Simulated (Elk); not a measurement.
# Polar Kerr effect of Fe

Wanted: σ_xx, σ_xy and the Kerr angle of Fe with spin–orbit coupling.

Main program and level: Elk 11.2.3 (patched build); PBE; all-electron APW+lo, Dirac cores, scalar-relativistic bands with second-variational spin-orbit coupling.

Report form: the programs' logs are mostly left out.

The database entry behind the starting cell differs from later determinations by our own check (an axis about 0.7 % long against later determinations), so it need not match the best structure at ambient conditions.

## 1. Starting point

It takes space group Im-3m (No. 229, cubic). Conventional cell: a = 2.886 Å, b = 2.886 Å, c = 2.886 Å, α = 90.00°, β = 90.00°, γ = 90.00°. Fe has 8 Fe at 2.50 Å nearest.

## 2. Self-consistent run

In a ferromagnet the Kerr effect comes from exchange splitting and spin–orbit coupling together. The parallel order is imposed here; no other order was tried.

In this input [111] lies along z, the axis of the moments and of the light.

Moments are seeded by fields in the spheres (the last three columns under atoms), set against the wanted direction and reduced each loop.

Input file elk.in:

```
tasks
  0
  15

xctype
  20

rgkmax
  7.0

nempty
  14

swidth
  0.003

reducebf
  0.5

epsengy
  1e-05

maxscl
  100

lmaxi
  3

lmaxapw
  12

lmaxo
  8

nrmtscf
  1.5

spinpol
  .true.

spinorb
  .true.

cmagz
  .true.

sppath
  './'

avec
  -4.30123669641 1.15251289926 1.57436189858
  1.15251289926 -4.30123669641 1.57436189858
  3.14872379715 3.14872379715 1.57436189858

atoms
  1
  'Fe.in'
  1
  0.0000000000 0.0000000000 0.0000000000   0.000000 0.000000 -0.140000

ngridk
  12 12 12
```

The run is started by

```bash
OMP_NUM_THREADS=2 elk
```

Wall time 8.2 min (2 threads of Intel Xeon at 2.70GHz, shared host); peak memory 0.14 GiB; 16 min of CPU time.

This step gave:

```
density of states at the Fermi level : 0.9321 states/eV/cell
moment between the spheres           : -0.05153 μB
magnetization                        : 2.285 μB
final state                          : ferromagnetic
largest moment                       : 2.336 μB
```

After 18 cycles the largest moment stands at 2.34 μB.

Orbital moment <L> in the sphere by atom:

```
atom  x (μB)  y (μB)  z (μB)    size
 Fe1  0.0000  0.0000  0.0472  0.0472
```

## 3. States and momentum matrix elements on a finer mesh

Optical spectra need more k points than the density, so the states are solved once on a finer mesh in the saved potential.

elk.in: that of step 2 with these lines changed.

```diff
@@ -1,4 +1,4 @@
 tasks
-  0
-  15
+  1
+  120
 
@@ -23,3 +23,3 @@
 maxscl
-  100
+  1
 
@@ -58,5 +58,5 @@
   1
-  0.0000000000 0.0000000000 0.0000000000   0.000000 0.000000 -0.140000
+  0.0000000000 0.0000000000 0.0000000000   0.000000 0.000000 -0.000140
 
 ngridk
-  12 12 12
+  19 19 19
```

The run is started by

```bash
OMP_NUM_THREADS=2 elk
```

It took 3 min on 2 threads; peak memory 0.27 GiB.

This step gave:

- magnetization: 2.276 μB
- largest moment: 2.327 μB

## 4. Optics with a broadening of 0.20 eV

The broadening stands for the lifetime of the excited states; it lowers and widens the peaks.

elk.in: that of step 3 with these lines changed.

```diff
@@ -1,4 +1,4 @@
 tasks
-  1
-  120
+  121
+  122
 
@@ -14,3 +14,3 @@
 swidth
-  0.003
+  0.0075
 
@@ -23,3 +23,3 @@
 maxscl
-  1
+  100
 
@@ -46,2 +46,5 @@
 
+intraband
+  .false.
+
 sppath
@@ -62 +65,10 @@
   19 19 19
+
+wplot
+  240 100 0
+  0.00000 0.30000
+
+optcomp
+  1 1
+  1 2
+  3 3
```

The run is started by

```bash
OMP_NUM_THREADS=2 elk
```

It took 1.7 min on 2 threads; peak memory 0.06 GiB.

Intraband term left out, so in a metal the low energies lack the Drude part. Table of polar Kerr angle by photon energy; values in degrees:

| photon energy (eV) | rotation | ellipticity |
| --- | --- | --- |
| 0.00 | 0 | 0 |
| 0.25 | 0.881 | -0.167 |
| 0.50 | 0.860 | 0.169 |
| 0.75 | 0.771 | 0.311 |
| 1.00 | 0.637 | 0.359 |
| 1.25 | 0.588 | 0.386 |
| 1.50 | 0.498 | 0.396 |
| 1.75 | 0.438 | 0.432 |
| 2.00 | 0.363 | 0.429 |
| 2.25 | 0.288 | 0.439 |
| 2.50 | 0.176 | 0.378 |
| 2.75 | 0.179 | 0.295 |
| 3.00 | 0.167 | 0.250 |
| 3.25 | 0.185 | 0.210 |
| 3.50 | 0.179 | 0.186 |
| 3.75 | 0.211 | 0.125 |
| 4.00 | 0.258 | 0.116 |
| 4.25 | 0.354 | 0.113 |
| 4.50 | 0.378 | 0.174 |
| 4.75 | 0.443 | 0.244 |
| 5.00 | 0.434 | 0.343 |
| 5.25 | 0.435 | 0.450 |
| 5.50 | 0.405 | 0.614 |
| 5.75 | 0.202 | 0.878 |
| 6.00 | -0.430 | 0.763 |
| 6.25 | -0.354 | 0.288 |
| 6.50 | -0.276 | 0.186 |
| 6.75 | -0.225 | 0.0883 |
| 7.00 | -0.157 | 0.0441 |
| 7.25 | -0.144 | -0.00295 |
| 7.50 | -0.0764 | -0.0944 |
| 7.75 | 0.0150 | -0.128 |
| 8.00 | 0.112 | -0.149 |

Intraband term left out, so in a metal the low energies lack the Drude part. Table of optical conductivity by photon energy:

```
photon energy (eV)  Re sigma xx (S/cm)  Im sigma xx (S/cm)  Re sigma xy (S/cm)  Im sigma xy (S/cm)  Re sigma zz (S/cm)  Im sigma zz (S/cm)
              0.00                3252                   0                -580                   0                3325                   0
              0.25                2859                -339                -383                -169                2919                -300
              0.50                3183               -1236                -342                -150                3212               -1195
              0.75                3815               -1479                -313                -215                3826               -1441
              1.00                4434               -1577                -256                -249                4431               -1547
              1.25                4758               -1212                -184                -271                4763               -1198
              1.50                5011               -1427                -154                -253                5012               -1411
              1.75                5392               -1359                -113                -269                5396               -1345
              2.00                5847               -1629               -96.4                -268                5849               -1612
              2.25                6940               -1228               -24.8                -312                6935               -1215
              2.50                7695                -589                57.1                -263                7692                -576
              2.75                8103                 653                75.8                -216                8095                 663
              3.00                8174                1775                94.3                -175                8160                1772
              3.25                7836                3357                 110                -146                7844                3350
              3.50                6303                4442                 109               -84.3                6314                4448
              3.75                4787                4301                70.0               -65.7                4790                4309
              4.00                3930                3722                54.9               -60.6                3931                3728
              4.25                3552                3083                43.7               -71.9                3551                3089
              4.50                3479                2685                44.8               -69.4                3482                2690
              4.75                3452                2546                53.6               -77.3                3453                2551
              5.00                3365                2296                60.2               -70.4                3366                2300
              5.25                3203                2240                72.0               -63.1                3205                2244
              5.50                3080                1920                79.6               -57.8                3081                1925
              5.75                3024                1601                 100               -41.3                3024                1605
              6.00                3386                 901                 110               0.423                3388                 904
              6.25                4637                1276                82.4                36.5                4637                1280
              6.50                4547                2465                46.1                53.3                4548                2470
              6.75                3769                2874                11.5                41.8                3768                2878
              7.00                3175                2796                1.72                23.8                3176                2799
              7.25                2906                2618               -4.06                17.7                2906                2621
              7.50                2481                2462               -11.4                5.11                2482                2466
              7.75                2282                2003               -10.2               -2.61                2282                2006
              8.00                2215                1613               -10.7               -7.43                2216                1616
```

## 5. Optics with a broadening of 0.30 eV

elk.in: that of step 4 with these lines changed.

```diff
@@ -14,3 +14,3 @@
 swidth
-  0.0075
+  0.011
```

The run is started by

```bash
OMP_NUM_THREADS=2 elk
```

Wall time 90 s (2 threads); peak memory 0.06 GiB.

Intraband term left out, so in a metal the low energies lack the Drude part. The polar Kerr angle by photon energy; values in degrees:

| photon energy (eV) | rotation | ellipticity |
| --- | --- | --- |
| 0.00 | 0 | 0 |
| 0.25 | 0.715 | -0.205 |
| 0.50 | 0.804 | 0.0618 |
| 0.75 | 0.742 | 0.220 |
| 1.00 | 0.645 | 0.296 |
| 1.25 | 0.579 | 0.337 |
| 1.50 | 0.507 | 0.365 |
| 1.75 | 0.443 | 0.390 |
| 2.00 | 0.373 | 0.397 |
| 2.25 | 0.300 | 0.396 |
| 2.50 | 0.220 | 0.351 |
| 2.75 | 0.199 | 0.289 |
| 3.00 | 0.190 | 0.247 |
| 3.25 | 0.196 | 0.212 |
| 3.50 | 0.199 | 0.183 |
| 3.75 | 0.224 | 0.144 |
| 4.00 | 0.268 | 0.130 |
| 4.25 | 0.331 | 0.139 |
| 4.50 | 0.370 | 0.186 |
| 4.75 | 0.408 | 0.251 |
| 5.00 | 0.409 | 0.338 |
| 5.25 | 0.395 | 0.438 |
| 5.50 | 0.337 | 0.576 |
| 5.75 | 0.138 | 0.738 |
| 6.00 | -0.239 | 0.639 |
| 6.25 | -0.285 | 0.336 |
| 6.50 | -0.235 | 0.206 |
| 6.75 | -0.191 | 0.115 |
| 7.00 | -0.142 | 0.0585 |
| 7.25 | -0.114 | 0.00638 |
| 7.50 | -0.0573 | -0.0600 |
| 7.75 | 0.0227 | -0.0938 |
| 8.00 | 0.115 | -0.103 |

## 6. An attempt with other settings

A slip in the input shows what the program catches and what it lets pass.

elk.in: that of step 2 with these lines changed.

```diff
@@ -2,6 +2,5 @@
   0
-  15
 
 xctype
-  20
+  77
 
@@ -23,3 +22,3 @@
 maxscl
-  100
+  75
```

The run is started by

```bash
OMP_NUM_THREADS=2 elk
```

Wall time 0.02 s (2 threads); peak memory 0.05 GiB; 0.02 s of CPU time.

The program refused the input before any cycle.

The program's message: “Error(getxcdata): xctype not defined : 77”

The fault put into the input: an unknown functional.

The functional must be one that the program lists.

## 7. The strongest peak

The largest local extreme of the rotation above 1.5 eV, for majority spin along +z:

```
broadening (eV)  energy (eV)  rotation (°)  ellipticity (°)  rotation at 1.96 eV (°)
           0.20         6.05        -0.486            0.603                    0.373
           0.30         4.86         0.413            0.292                    0.384
```

## 8. Outcome

```
net spin moment             : 2.28 μB a cell
strongest peak above 1.5 eV : -0.49° at 6.1 eV
rotation at 1.96 eV         : 0.37°
```

Above 1.5 eV the rotation peaks at 6.05 eV, with -0.49° for majority spin along +z at a broadening of 0.20 eV. The run's majority spin points along +z; the magnetisation points the other way, and the angle changes sign with it. The intraband (Drude) term is left out, which matters in a metal: most under about 1.5 eV, and higher wherever the diagonal response is small. Between 0.3 and 1.5 eV the same spectrum reaches a larger 0.93° at 0.34 eV, where it is less sure. Which peak is strongest changes with the broadening. These are independent-particle spectra on a 19×19×19 mesh, not shown converged.

[Logs and program files are shortened in this print: banners, set-up blocks, solver, clock and traceback lines can be left out without a mark of their own.]

[Logs are printed without paths, hosts, clocks, repeated set-up lines and the standing remarks that a program may print on its own settings, such as how far it seeks lower states.]

[Hosts, paths, dates, database ids (printed as entryN), source tags and the programs' standing remarks are cut or masked in the printed files.]

[Where a cell is said to come from a database of computed structures, the database is the Materials Project.]
